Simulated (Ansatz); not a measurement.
## How fast states decay through Y2SBr2O

Aim: relax a made-up compound, Y2SBr2O, and see how good a tunnel barrier it would be. It is built by putting S for part of the O in the YBrO structure of space group R-3m, with the volume rescaled by atomic radii. The parent structure comes from the Materials Project.

Method: r2SCAN DFT, plane waves, PAW files, in the first sound run; inputs show where later runs differ, in Ansatz 0.2.0.

The structure was built from a prototype and need not be the compound's stable phase.

### Step 1. Starting point

Symmetry: R3m, No. 160, trigonal system. Conventional cell: a = 3.924 Å, b = 3.924 Å, c = 30.830 Å, α = 90.00°, β = 90.00°, γ = 120.00°. Y has 1 O at 2.32 Å and 3 S at 2.34 Å and 3 Br at 3.00 Å nearest. Nearest to Y lie 1 S at 2.32 Å and 3 O at 2.34 Å and 3 Br at 3.00 Å. Nearest to Br lie 3 Y at 3.00 Å. Br has 3 Y at 3.00 Å nearest. Nearest to O lie 4 Y at 2.32 to 2.34 Å. S has 4 Y at 2.32 to 2.34 Å nearest. It derives from YBrO. S for part of the O in the YBrO structure of space group R-3m. Farther neighbours and most contacts between anions are not listed.

Coordinates:

```cif
data_structure
_symmetry_space_group_name_H-M 'P 1'
_symmetry_Int_Tables_number 1
_cell_length_a 10.5235
_cell_length_b 10.5235
_cell_length_c 10.5235
_cell_angle_alpha 21.488
_cell_angle_beta 21.488
_cell_angle_gamma 21.488
_cell_volume 137.01
loop_
_atom_site_label
_atom_site_type_symbol
_atom_site_fract_x
_atom_site_fract_y
_atom_site_fract_z
_atom_site_occupancy
Y1 Y 0.71377 0.71377 0.71377 1
Y2 Y 0.28623 0.28623 0.28623 1
Br3 Br 0.88912 0.88912 0.88912 1
Br4 Br 0.11088 0.11088 0.11088 1
O5 O 0.63844 0.63844 0.63844 1
S6 S 0.36156 0.36156 0.36156 1
```

### Step 2. Relaxing the new crystal

The substituted atoms don't fit the parent's cell, so cell and atoms relax together. A small smearing keeps the run stable in case the gap closes on the way.

Input file input.yaml:

```yaml
crystal:
  lattice:
    - [1.9618093911, 1.1326511801, 10.2768250938]
    - [-1.9618093911, 1.1326511801, 10.2768250938]
    - [0.0, -2.2653023601, 10.2768250938]
  atoms:
    - { symbol: "Y", position: [0.71377065, 0.71377065, 0.71377065] }
    - { symbol: "Y", position: [0.28622935, 0.28622935, 0.28622935] }
    - { symbol: Br, position: [0.88911605, 0.88911605, 0.88911605] }
    - { symbol: Br, position: [0.11088395, 0.11088395, 0.11088395] }
    - { symbol: O, position: [0.63843664, 0.63843664, 0.63843664] }
    - { symbol: S, position: [0.36156336, 0.36156336, 0.36156336] }
kpoints:
  mp_grid: { grid: [6, 6, 6] }
scf:
  occupations: { method: gaussian, width: 0.03 }
hamiltonian:
  xc: r2scan
output:
  forces: true
  stress: true
relax:
  f_tol: 0.02
  max_steps: 60
  cell: {}
```

On the command line:

```console
$ ansatz run input.yaml --threads 2 --pin off --max-ram 4096MiB --backend cpu --events-out ev --progress --plain --runs-dir out
```

Numbers of over 12 decimals in the logs are rounded to 6 here.

The program printed:

```text
basis.fft_grid_basis auto: the FFT boxes are laid along the combinations [[1, 0, -1], [0, 1, -1], [0, 0, 1]] of the cell's own vectors, 3.924, 3.924 and 10.524 Å long. The dense box has 30×30×80 points. Along the cell's own vectors, as sized, it would have 80×80×80, 7.11 times as many. Of the 6 symmetry operations that the crystal satisfies within crystal.symmetry.tolerance (time reversal apart; of a slab, those that [...]
Engine: ansatz 0.2.0, aarch64-unknown-linux-gnu
Pseudopotentials: kind: paw
Pseudopotential: Y, paw, valence charge 11, recommended cutoff 500 eV (meta_gga), Y.paw.azcp
Pseudopotential: Br, paw, valence charge 7, recommended cutoff 500 eV (meta_gga), Br.paw.azcp
Pseudopotential: O, paw, valence charge 6, recommended cutoff 500 eV (meta_gga), O.paw.azcp
Pseudopotential: S, paw, valence charge 6, recommended cutoff 500 eV (meta_gga), S.paw.azcp
Functional definition: r2SCAN
  parameter k0 = 0.174
  parameter k1 = 0.065
  parameter a1 = 4.9479
  exchange = r2scan_x(k0 = k0, k1 = k1, a1 = a1)
  correlation = r2scan_c
Crystal: 6 atoms, lattice volume = 137.013 Å³
Basis set: ecut = 500 eV, 3445 PW (Γ), FFT grids on a1−a3, a2−a3, a3, exchange–correlation on 120×120×320 points (64 copies of the dense FFT grid, shifted against one another)
Bands: 30, of which v1, the nominal top of the filled ones, is band 24 counted from 1 (23 counted from 0)
Symmetry: 6 space group operations
Space group: R3m (ITA 160), of the structure as read, at distance tolerance 5.2e-5 Å
k-points: 32 of 216 (time reversal used)
Non-local potential: Y, projectors of the file, l = 0: 3, l = 1: 2, l = 2: 2, l = 3: 1
Non-local potential: Br, projectors of the file, l = 0: 2, l = 1: 2, l = 2: 2
Non-local potential: O, projectors of the file, l = 0: 2, l = 1: 2, l = 2: 1
Non-local potential: S, projectors of the file, l = 0: 2, l = 1: 2, l = 2: 2
PAW form: soft (Blöchl's): semilocal exchange-correlation on the pseudo side does not see the compensation charge
PAW frozen core: Y, regenerated for the run's functional (the file was generated under x = pbe(κ = 0.804, μ = 0.219515), c = pbe(β = 0.066725))
PAW frozen core: Br, regenerated for the run's functional (the file was generated under x = pbe(κ = 0.804, μ = 0.219515), c = pbe(β = 0.066725))
PAW frozen core: O, regenerated for the run's functional (the file was generated under x = pbe(κ = 0.804, μ = 0.219515), c = pbe(β = 0.066725))
PAW frozen core: S, regenerated for the run's functional (the file was generated under x = pbe(κ = 0.804, μ = 0.219515), c = pbe(β = 0.066725))
PAW one-centre angular grid: Y, 590 points (default); XC on 160 Gauss nodes
PAW one-centre angular grid: Br, 302 points (default); XC on 160 Gauss nodes
PAW one-centre angular grid: O, 302 points (default); XC on 160 Gauss nodes
PAW one-centre angular grid: S, 302 points (default); XC on 160 Gauss nodes
Initial density: superposition of atomic densities (neutral atoms: chi_scale 0, normalization atom), corrected by the library's trained network
Initial wavefunctions: pseudopotential atomic-orbital guess
Functional: x = r2scan, c = r2scan; τ floored in thin density (d = 2e-4 eV/Å³)
SCF iter   1: F=—  HF=-14790.403905 eV  |F-HF|=—  |Δ(HF+E_count)|=         —  Δρ=6.29e-3  dr2=8.55e-2  dr2_τ=1.25e-1  ethr=1.77e-3  ⟨swp⟩=6.9  Hψ=4850  notcnv=0
preconditioner: auto → Resta (q_TF=auto, 2.291 Å⁻¹)  ε∞=3.9  [insulator: Δε(μ)=3.047 eV  Ē_g=10.464 eV  σ=0.030 eV  W_gap=1.00  n_scr=30 (ndim 8)  ℏωp=17.9 eV  f_vac=0.071  D(μ)=0.00/eV (n_scr^D=0)  ε∞_Penn≈3.9]
SCF iter   2: F=—  HF=-14790.551560 eV  |F-HF|=—  |Δ(HF+E_count)|=   1.48e-1  Δρ=3.47e-3  dr2=1.45e-2  dr2_τ=1.68e-3  ethr=1.78e-4  ⟨swp⟩=2.9  Hψ=2073  notcnv=0  defer=38
SCF iter   3: F=—  HF=-14790.551741 eV  |F-HF|=—  |Δ(HF+E_count)|=   1.81e-4  Δρ=1.21e-3  dr2=1.94e-3  dr2_τ=3.06e-4  ethr=3.03e-5  ⟨swp⟩=2.4  Hψ=1629  notcnv=0  defer=6
automatic band count: iteration 3 solves 29 bands in place of 30: the levels show a gap, and the empty bands left out lie too high to hold charge; the band table lists the bands solved (type scf.n_extra_bands for more)
SCF iter   4: F=—  HF=-14790.551853 eV  |F-HF|=—  |Δ(HF+E_count)|=   1.12e-4  Δρ=4.95e-4  dr2=2.17e-4  dr2_τ=3.17e-5  ethr=4.05e-6  ⟨swp⟩=2.0  Hψ=1450  notcnv=0  defer=6
SCF iter   5: F=—  HF=-14790.551874 eV  |F-HF|=—  |Δ(HF+E_count)|=   2.16e-5  Δρ=1.26e-4  dr2=2.28e-5  dr2_τ=2.13e-6  ethr=4.52e-7  ⟨swp⟩=2.0  Hψ=1426  notcnv=0  defer=6
SCF iter   6: F=—  HF=-14790.551522 eV  |F-HF|=—  |Δ(HF+E_count)|=   3.52e-4  Δρ=2.74e-5  dr2=1.11e-6  dr2_τ=8.97e-8  ethr=4.74e-8  ⟨swp⟩=2.6  Hψ=1616  notcnv=0  defer=6
SCF iter   7: F=-14790.551523 eV  HF=-14790.551523 eV  |F-HF|=1.47e-8  |Δ(HF+E_count)|=   6.72e-7  Δρ=5.07e-6  dr2=5.77e-8  dr2_τ=4.87e-9  ethr=2.08e-10  ⟨swp⟩=4.0  Hψ=4404  notcnv=0
SCF 1 converged in 7 iterations: F = -14790.551523 eV  dr2 = 5.77e-8
  greatest PAW one-centre occupation: 0.996 electrons in one spin orbital (limit 2), on the Y atom at site 0 (counted from 0), in its partial waves of l = 0
relax step   1: F+E_penalty+E_count = -14790.55152315 eV  Δ(F+E_penalty+E_count) = +0.000e0 eV  max|allowed force component| = 4.779e0 eV/Å  Δτ_max = 0.0000 Å  P = +14.366 GPa  Ω = 137.013 Å³  (7 SCF iters, dr2 threshold 1.00e-7 eV, accepted)
Crystal: 6 atoms, lattice volume = 150.711 Å³
Basis set: ecut = 500 eV, 3847 PW (Γ), FFT grids on a1−a3, a2−a3, a3, exchange–correlation on 120×120×320 points (64 copies of the dense FFT grid, shifted against one another)
Initial density: handed on by an earlier stage of this run
Initial wavefunctions: those handed on with the density
iter 1 solved again at ethr=1.78e-3 eV; its pass at ethr=3.10e-3 eV (dr2=8.56e-1 eV) is discarded
SCF iter   1: F=—  HF=-14791.238544 eV  |F-HF|=—  |Δ(HF+E_count)|=         —  Δρ=1.61e-2  dr2=8.57e-1  dr2_τ=3.42e0  ethr=1.78e-3  ⟨swp⟩=1.0  Hψ=6073  notcnv=0
automatic band count: iteration 1 solves 28 bands in place of 30: the levels show a gap, and the empty bands left out lie too high to hold charge; the band table lists the bands solved (type scf.n_extra_bands for more)
preconditioner: auto → Resta (q_TF=auto, 2.255 Å⁻¹)  ε∞=4.1  [insulator: Δε(μ)=3.661 eV  Ē_g=9.793 eV  σ=0.030 eV  W_gap=1.00  n_scr=30 (ndim 8)  ℏωp=17.1 eV  f_vac=0.106  D(μ)=0.00/eV (n_scr^D=0)  ε∞_Penn≈4.1]
SCF iter   2: F=—  HF=-14791.886252 eV  |F-HF|=—  |Δ(HF+E_count)|=   6.48e-1  Δρ=6.89e-3  dr2=1.15e-1  dr2_τ=8.03e-3  ethr=1.78e-3  ⟨swp⟩=3.1  Hψ=1853  notcnv=0
SCF iter   3: F=—  HF=-14791.869588 eV  |F-HF|=—  |Δ(HF+E_count)|=   1.67e-2  Δρ=2.59e-3  dr2=1.03e-2  dr2_τ=1.39e-3  ethr=2.40e-4  ⟨swp⟩=3.4  Hψ=1773  notcnv=0
[...]
relax step   7: F+E_penalty+E_count = -14792.19117106 eV  Δ(F+E_penalty+E_count) = -9.199e-2 eV  max|allowed force component| = 6.015e-1 eV/Å  Δτ_max = 0.0766 Å  P = -0.120 GPa  Ω = 148.724 Å³  energy of the carried Pulay correction = -2.757e-3 eV  (7 SCF iters, dr2 threshold 6.00e-7 eV, accepted)
relax step   8: F+E_penalty+E_count = -14792.31121816 eV  Δ(F+E_penalty+E_count) = -1.200e-1 eV  max|allowed force component| = 5.943e-1 eV/Å  Δτ_max = 0.0826 Å  P = +0.126 GPa  Ω = 146.603 Å³  energy of the carried Pulay correction = -2.275e-3 eV  (7 SCF iters, dr2 threshold 6.00e-7 eV, accepted)
relax step   9: F+E_penalty+E_count = -14792.47414441 eV  Δ(F+E_penalty+E_count) = -1.629e-1 eV  max|allowed force component| = 6.960e-1 eV/Å  Δτ_max = 0.1944 Å  P = +1.149 GPa  Ω = 144.642 Å³  energy of the carried Pulay correction = -1.822e-3 eV  (8 SCF iters, dr2 threshold 6.00e-7 eV, accepted)
relax step  10: F+E_penalty+E_count = -14792.47431155 eV  Δ(F+E_penalty+E_count) = -1.671e-4 eV  max|allowed force component| = 6.401e-1 eV/Å  Δτ_max = 0.1912 Å  P = +0.287 GPa  Ω = 149.589 Å³  energy of the carried Pulay correction = -2.952e-3 eV  (8 SCF iters, dr2 threshold 6.00e-7 eV, accepted)
relax step  11: F+E_penalty+E_count = -14792.51715299 eV  Δ(F+E_penalty+E_count) = -4.284e-2 eV  max|allowed force component| = 3.260e-1 eV/Å  Δτ_max = 0.0810 Å  P = +0.169 GPa  Ω = 149.771 Å³  energy of the carried Pulay correction = -2.993e-3 eV  (7 SCF iters, dr2 threshold 6.00e-7 eV, accepted)
relax step  12: F+E_penalty+E_count = -14792.32143961 eV  Δ(F+E_penalty+E_count) = +1.957e-1 eV  max|allowed force component| = 1.627e0 eV/Å  Δτ_max = 0.1907 Å  P = -0.247 GPa  Ω = 141.234 Å³  energy of the carried Pulay correction = -1.020e-3 eV  (8 SCF iters, dr2 threshold 6.00e-7 eV, rejected (line search))
relax step  13: F+E_penalty+E_count = -14792.52877455 eV  Δ(F+E_penalty+E_count) = -1.162e-2 eV  max|allowed force component| = 5.114e-2 eV/Å  Δτ_max = 0.0673 Å  P = -0.173 GPa  Ω = 149.080 Å³  energy of the carried Pulay correction = -2.838e-3 eV  (11 SCF iters, accepted)
relax step  14: F+E_penalty+E_count = -14792.53020105 eV  Δ(F+E_penalty+E_count) = -1.426e-3 eV  max|allowed force component| = 1.969e-2 eV/Å  Δτ_max = 0.0221 Å  P = -0.055 GPa  Ω = 148.366 Å³  energy of the carried Pulay correction = -2.676e-3 eV  (7 SCF iters, dr2 threshold 1.63e-7 eV, accepted)
relax step  15: F+E_penalty+E_count = -14792.53036226 eV  Δ(F+E_penalty+E_count) = -1.612e-4 eV  max|allowed force component| = 5.864e-3 eV/Å  Δτ_max = 0.0033 Å  P = -0.020 GPa  Ω = 148.227 Å³  energy of the carried Pulay correction = -2.645e-3 eV  (6 SCF iters, dr2 threshold 3.15e-8 eV, accepted)
Basis set: ecut = 500 eV, 3737 PW (Γ), FFT grids on a1−a3, a2−a3, a3, exchange–correlation on 120×120×360 points (64 copies of the dense FFT grid, shifted against one another)
Initial wavefunctions: pseudopotential atomic-orbital guess (no wavefunctions were taken with the density)
iter 1 solved again at ethr=1.94e-7 eV; its pass at ethr=3.10e-3 eV (dr2=9.34e-5 eV) is discarded
SCF iter   1: F=—  HF=-14792.533560 eV  |F-HF|=—  |Δ(HF+E_count)|=         —  Δρ=2.48e-4  dr2=7.20e-6  dr2_τ=4.12e-5  ethr=1.94e-7  ⟨swp⟩=4.1  Hψ=7554  notcnv=0
preconditioner: auto → Resta (q_TF=auto, 2.261 Å⁻¹)  ε∞=4.1  [insulator: Δε(μ)=2.080 eV  Ē_g=9.737 eV  σ=0.030 eV  W_gap=1.00  n_scr=32 (ndim 8)  ℏωp=17.3 eV  f_vac=0.034  D(μ)=0.00/eV (n_scr^D=0)  ε∞_Penn≈4.1]
SCF iter   2: F=—  HF=-14792.533883 eV  |F-HF|=—  |Δ(HF+E_count)|=   3.23e-4  Δρ=1.28e-4  dr2=1.97e-6  dr2_τ=9.47e-6  ethr=1.50e-8  ⟨swp⟩=2.0  Hψ=1634  notcnv=0
SCF iter   3: F=—  HF=-14792.533692 eV  |F-HF|=—  |Δ(HF+E_count)|=   1.91e-4  Δρ=1.92e-5  dr2=3.93e-7  dr2_τ=9.49e-8  ethr=4.10e-9  ⟨swp⟩=2.0  Hψ=1728  notcnv=0
SCF iter   4: F=—  HF=-14792.533692 eV  |F-HF|=—  |Δ(HF+E_count)|=   6.50e-8  Δρ=3.69e-6  dr2=1.20e-8  dr2_τ=4.27e-9  ethr=8.18e-10  ⟨swp⟩=2.0  Hψ=1472  notcnv=0
SCF iter   5: F=—  HF=-14792.533692 eV  |F-HF|=—  |Δ(HF+E_count)|=   1.19e-8  Δρ=1.43e-6  dr2=1.58e-9  dr2_τ=6.81e-10  ethr=2.50e-11  ⟨swp⟩=2.0  Hψ=1517  notcnv=0
SCF iter   6: F=—  HF=-14792.533692 eV  |F-HF|=—  |Δ(HF+E_count)|=   4.66e-9  Δρ=2.02e-7  dr2=7.46e-11  dr2_τ=9.62e-12  ethr=3.30e-12  ⟨swp⟩=2.0  Hψ=1644  notcnv=0
SCF iter   7: F=-14792.533692 eV  HF=-14792.533692 eV  |F-HF|=3.64e-12  |Δ(HF+E_count)|=  8.55e-11  Δρ=6.54e-8  dr2=1.28e-11  dr2_τ=7.06e-13  ethr=1.00e-12  ⟨swp⟩=5.0  Hψ=3187  notcnv=0
SCF 16 converged in 7 iterations: F = -14792.533692 eV  dr2 = 1.28e-11
relax step  16: F+E_penalty+E_count = -14792.53369228 eV  Δ(F+E_penalty+E_count) = -3.330e-3 eV  max|allowed force component| = 5.498e-3 eV/Å  Δτ_max = 0.0000 Å  P = -0.007 GPa  Ω = 148.227 Å³  stress off target by 1.27e-2 GPa  SCF on the basis re-selected at this cell (its energy is not comparable with the rows above)  (7 SCF iters)
basis re-selected at this cell: Δ(F+E_penalty+E_count) = -3.330e-3 eV, ΔP = +0.013 GPa vs the last step (what re-selecting the basis moved, of the pressure what is left beyond the Pulay correction that the steps carried, after the strain that the cell walked since its last selection, with what the two solves' SCF thresholds leave and, on support functions, any second-order correction that the steps lacked; it is no measure of the basis error at this ecutwfc). The dense FFT grid was sized anew with the basis: this SCF ran on 30×30×90 points, the steps before it on 30×30×80, so part of this shift can come from that change (see relax.cell in the input reference). [rest of the remark cut]
SCF converged after 7 iterations
Free energy (F): -14792.533692 eV
Harris-Foulkes:  -14792.533692 eV  (|F-HF|=3.64e-12)
Internal energy: -14792.533692 eV  (E = F + TS)
E sigma→0 (E₀):  -14792.533692 eV
Fermi energy:    6.437808 eV
--- Per-component energies (eV) ---
  E_band       = -344.487732
  E_kinetic    = 1161.711955
  E_local      = -2881.776945  (includes V_loc(G=0)·N_el)
  E_nonlocal   = 314.281307
  E_hartree    = 1027.408795
  E_xc         = -1007.049278
  E_vxc        = -878.981102  (∫ρ·V_xc dr)
  E_paw        = -10992.591629  (= ΣΔE_a)
  E_vpaw       = -161.675635  (= ΣTr[D̂ρ^β])
  E_aug_tail   = 0.001034  (compensation charges beyond the density's cutoff)
  E_vtau       = 47.134139  (kinetic-family band-sum trace: ∫τ·v_τ [+ j·A + Jᵃ·Aᵃ] dr)
  E_ewald      = -2413.752929
  E_core_change = -0.766002  (= ΣΔE_core)
  E_smearing   = -0.000000  (= −TS)
  E_closure    = 0.000000  (closes the sum)
  Σ components = -14792.533692   (vs F -14792.533692, Δ=0.00e0)
--- Forces (eV/Å), atoms counted from 1 ---
  atom   1  Y      0.00000000    -0.00000000    -0.00312714
  atom   2  Y     -0.00000000    -0.00000000    -0.00525335
  atom   3  Br    -0.00000000     0.00000000     0.00150342
  atom   4  Br    -0.00000000    -0.00000000    -0.00227538
  atom   5  O      0.00000000     0.00000000     0.00368557
  atom   6  S      0.00000000     0.00000000     0.00550377
  max |Σ_I F_I| component: 3.69e-5 eV/Å
--- Stress (GPa, compression-positive) ---
       -0.012709       0.000000       0.000000
        0.000000      -0.012709       0.000000
        0.000000       0.000000       0.004609
  P = ⅓ Tr σ = -0.0069 GPa (-0.069 kbar)
--- Relaxed structure (15 steps of the walk, 14 accepted, 1 SCFs on fresh bases) ---
  F+E_penalty+E_count = -14792.53369228 eV   max|allowed force component| = 5.498e-3 eV/Å   (the final SCF, on the basis selected at the relaxed cell)
  cell:  # Å, volume = 148.2270 Å³
    - [1.930827, 1.114763, 11.477576]
    - [-1.930827, 1.114763, 11.477576]
    - [3.975434498192903e-17, -2.229527, 11.477576]
  atoms:
    - { symbol: Y, position: [0.735821, 0.735821, 0.735821] }
    - { symbol: Y, position: [0.273998, 0.273998, 0.273998] }
    - { symbol: Br, position: [0.883040, 0.883040, 0.883040] }
    - { symbol: Br, position: [0.122909, 0.122909, 0.122909] }
    - { symbol: O, position: [0.620619, 0.620619, 0.620619] }
    - { symbol: S, position: [0.363612, 0.363612, 0.363612] }
```

Elapsed: 3.1 min, on 2 threads of Arm Neoverse V2, shared host; peak memory 0.75 GiB; 6.2 min of CPU time.

Step by step:

```tsv
step	energy less that of the first step (eV)	largest force component (eV/Å)	pressure (GPa)	volume (Å³)
1	0.0000	4.7788	14.37	137.01
2	-1.3182	1.0208	2.73	150.71
3	-1.3894	0.6366	-0.03	157.27
4	-1.4492	0.3555	-0.05	154.34
5	-1.4928	0.3501	-0.16	153.52
6	-1.5477	0.5264	-0.24	150.96
7	-1.6396	0.6015	-0.12	148.72
8	-1.7597	0.5943	0.13	146.60
9	-1.9226	0.6960	1.15	144.64
10	-1.9228	0.6401	0.29	149.59
11	-1.9656	0.3260	0.17	149.77
12	-1.7699	1.6274	-0.25	141.23
13	-1.9773	0.0511	-0.17	149.08
14	-1.9787	0.0197	-0.05	148.37
15	-1.9788	0.0059	-0.02	148.23
16*	-1.9822	0.0055	-0.01	148.23
```

Relaxation steps marked * repeat the geometry before them on a plane-wave basis chosen anew for their cell, so energy and pressure can jump there. Relaxation step 12 was tried and not accepted.

The run keeps the 6 symmetry operations that it works with, so distortions that break them were not tested.

```tsv
conventional cell, symmetrised	before	after	change
a (Å)	3.924	3.862	-1.6 %
b (Å)	3.924	3.862	-1.6 %
c (Å)	30.830	34.433	+11.7 %
volume (Å³/atom)	22.84	24.70	+8.2 %
```

The atoms that moved most (Å, as changes of fractional coordinates times the final cell):

```tsv
atom	dx	dy	dz	length
Y1	0.000	0.000	0.759	0.759
O5	0.000	0.000	-0.613	0.613
Y2	0.000	0.000	-0.421	0.421
Br4	0.000	0.000	0.414	0.414
Br3	0.000	0.000	-0.209	0.209
S6	0.000	0.000	0.071	0.071
```

The relaxed structure:

```xyz
6
Lattice="1.9308 1.1148 11.4776 -1.9308 1.1148 11.4776 0.0000 -2.2295 11.4776" Properties=species:S:1:pos:R:3 pbc="T T T"
Y     0.0000    0.0000   25.3363
Y     0.0000    0.0000    9.4345
Br    0.0000    0.0000   30.4055
Br    0.0000    0.0000    4.2321
O     0.0000    0.0000   21.3696
S     0.0000    0.0000   12.5202
```

Numbers from this step:

| Property | Result |
| --- | --- |
| free energy | -14792.5337 eV |
| Fermi energy | 6.438 eV |
| pressure | -0.006937 GPa |

The largest force component on a free atom ends at 0.0055 eV/Å.

(Continued in part 2 of 3.)

[Logs are printed without paths, hosts, clocks, repeated set-up lines and the standing remarks that a program may print on its own settings, such as how far it seeks lower states.]

[Hosts, paths, dates, database ids (printed as entryN), source tags and the programs' standing remarks are cut or masked in the printed files.]
